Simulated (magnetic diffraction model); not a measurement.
## Solving a magnetic structure from powder neutron data: Mn₂CoAs₂

Space group Pmmn (no. 59, origin choice 1), a = 3.2240 Å, b = 12.9120 Å, c = 3.1370 Å.

```
site  atom    x       y       z
  4e    As  1/2  0.6605  0.7564
  2a    Co  1/2     1/2  0.7384
  4e    Mn  1/2  0.1484  0.7617
```

This is a made-up structure (elements placed in a structure type, unrelaxed), so the numbers test the method and describe no known phase.

Only Co and Mn are taken to order (form factors of Co2+ and Mn2+); orders and moment sizes are assumed, and not adapted to the symmetry. Radiation: neutrons of λ = 1.594 Å, 5° to 60°; isotropic B of 0.28 Å² (As), 0.26 Å² (Co) and 0.36 Å² (Mn). Simulated constant-wavelength pattern: nuclear and magnetic terms add, the magnetic one as |2.695 fm × Σ f S⊥ exp(2πi Q·r) exp(−B s²)|², summed over all Q at one angle with the factor 1/(sin²θ cos θ). For collinear order S is the moment m, which repeats by lattice and centring translations R with the sign exp(−2πi k·R). Free-ion form factors, Sears's scattering lengths of 1992, no absorption; a label names one of the reflections at its angle. The strongest nuclear line in the range is 100, and lines under 0.2 are left out.

Above the ordering temperature:

```csv
2θ (°),index,I
14.18,(0 2 0),1.0
29.52,(1 1 0),91.5
30.31,(0 1 1),86.7
35.98,(1 3 0),100.0
36.65,(0 3 1),96.4
41.52,(1 0 1),16.8
43.48,(0 6 0),10.4
44.09,(1 2 1),0.5
46.59,(1 5 0),8.2
47.12,(0 5 1),8.0
47.15,(1 3 1),0.6
59.18,(0 8 0),0.7
59.26,(2 0 0),4.5
59.71,(1 7 0),48.0
```

Below it (cell unchanged):

```tsv
2θ (°)	I
14.18	1.0
20.73	24.8
23.07	5.6
27.18	20.0
29.52	91.5
30.31	86.7
32.45	9.8
35.98	100.0
36.65	96.4
38.48	2.3
41.52	16.8
43.48	10.4
44.09	0.5
45.04	5.6
46.30	4.1
46.59	8.2
47.12	8.0
47.15	0.6
47.38	0.4
47.50	1.0
49.83	3.6
50.85	0.8
52.03	1.8
53.17	2.1
54.15	0.6
57.42	0.6
58.35	0.2
59.18	0.7
59.26	4.5
59.43	0.7
59.71	48.0
```

**Question.** Find the propagation vector, then choose among these models:
A. collinear moments along [101], 2.06 μB on Co and 1.2 μB on Mn; signs + at (1/2, 1/2, 0.7384), + at (0, 0, 0.2616), + at (1/2, 0.1484, 0.7617), + at (1/2, 0.8516, 0.7617), + at (0, 0.3516, 0.2383), + at (0, 0.6484, 0.2383)
B. collinear moments along [001], 2.06 μB on Co and 1.2 μB on Mn; signs + at (1/2, 1/2, 0.7384), − at (0, 0, 0.2616), − at (1/2, 0.1484, 0.7617), − at (1/2, 0.8516, 0.7617), + at (0, 0.3516, 0.2383), + at (0, 0.6484, 0.2383)
C. collinear moments along [001], 2.06 μB on Co and 1.2 μB on Mn; signs + at (1/2, 1/2, 0.7384), + at (0, 0, 0.2616), + at (1/2, 0.1484, 0.7617), + at (1/2, 0.8516, 0.7617), + at (0, 0.3516, 0.2383), + at (0, 0.6484, 0.2383)
D. collinear moments along [101], 2.06 μB on Co and 1.2 μB on Mn; signs + at (1/2, 1/2, 0.7384), − at (0, 0, 0.2616), − at (1/2, 0.1484, 0.7617), − at (1/2, 0.8516, 0.7617), + at (0, 0.3516, 0.2383), + at (0, 0.6484, 0.2383)

The new lines index as (1/2 1/2 1/2) at 20.73°, (1/2 3/2 1/2) at 23.07°, (1/2 5/2 1/2) at 27.18° and (1/2 7/2 1/2) at 32.45°, that is as H ± k with k = (1/2 1/2 1/2). Half indices mean that the moments reverse under translations with k·R a half-integer, and the magnetic cell has twice the primitive volume.

Magnetic intensity, observed (below minus above) and for each model:

| 2θ (°) | index | observed | A | B | C | D |
| --- | --- | --- | --- | --- | --- | --- |
| 20.73 | (1/2 1/2 1/2) | 24.8 | 42.5 | 13.1 | 24.8 | 19.0 |
| 23.07 | (1/2 3/2 1/2) | 5.6 | 5.5 | 29.0 | 5.6 | 32.3 |
| 27.18 | (1/2 5/2 1/2) | 20.0 | 15.6 | 6.7 | 20.0 | 6.3 |
| 32.45 | (1/2 7/2 1/2) | 9.8 | 8.1 | 8.3 | 9.8 | 7.0 |
| 38.48 | (1/2 9/2 1/2) | 2.3 | 2.3 | 9.1 | 2.3 | 8.5 |
| 45.04 | (1/2 11/2 1/2) | 5.6 | 5.8 | 1.3 | 5.6 | 1.3 |
| 46.30 | (3/2 1/2 1/2) | 4.1 | 1.3 | 2.2 | 4.1 | 0.9 |
| 47.50 | (3/2 3/2 1/2) | 1.0 | 0.6 | 4.8 | 1.0 | 2.5 |

Model C matches.

The structure used: k = (1/2 1/2 1/2), collinear moments along [001], 2.06 μB on Co and 1.2 μB on Mn; signs + at (1/2, 1/2, 0.7384), + at (0, 0, 0.2616), + at (1/2, 0.1484, 0.7617), + at (1/2, 0.8516, 0.7617), + at (0, 0.3516, 0.2383), + at (0, 0.6484, 0.2383).

[Logs are printed without paths, hosts, clocks, repeated set-up lines and the standing remarks that a program may print on its own settings, such as how far it seeks lower states.]
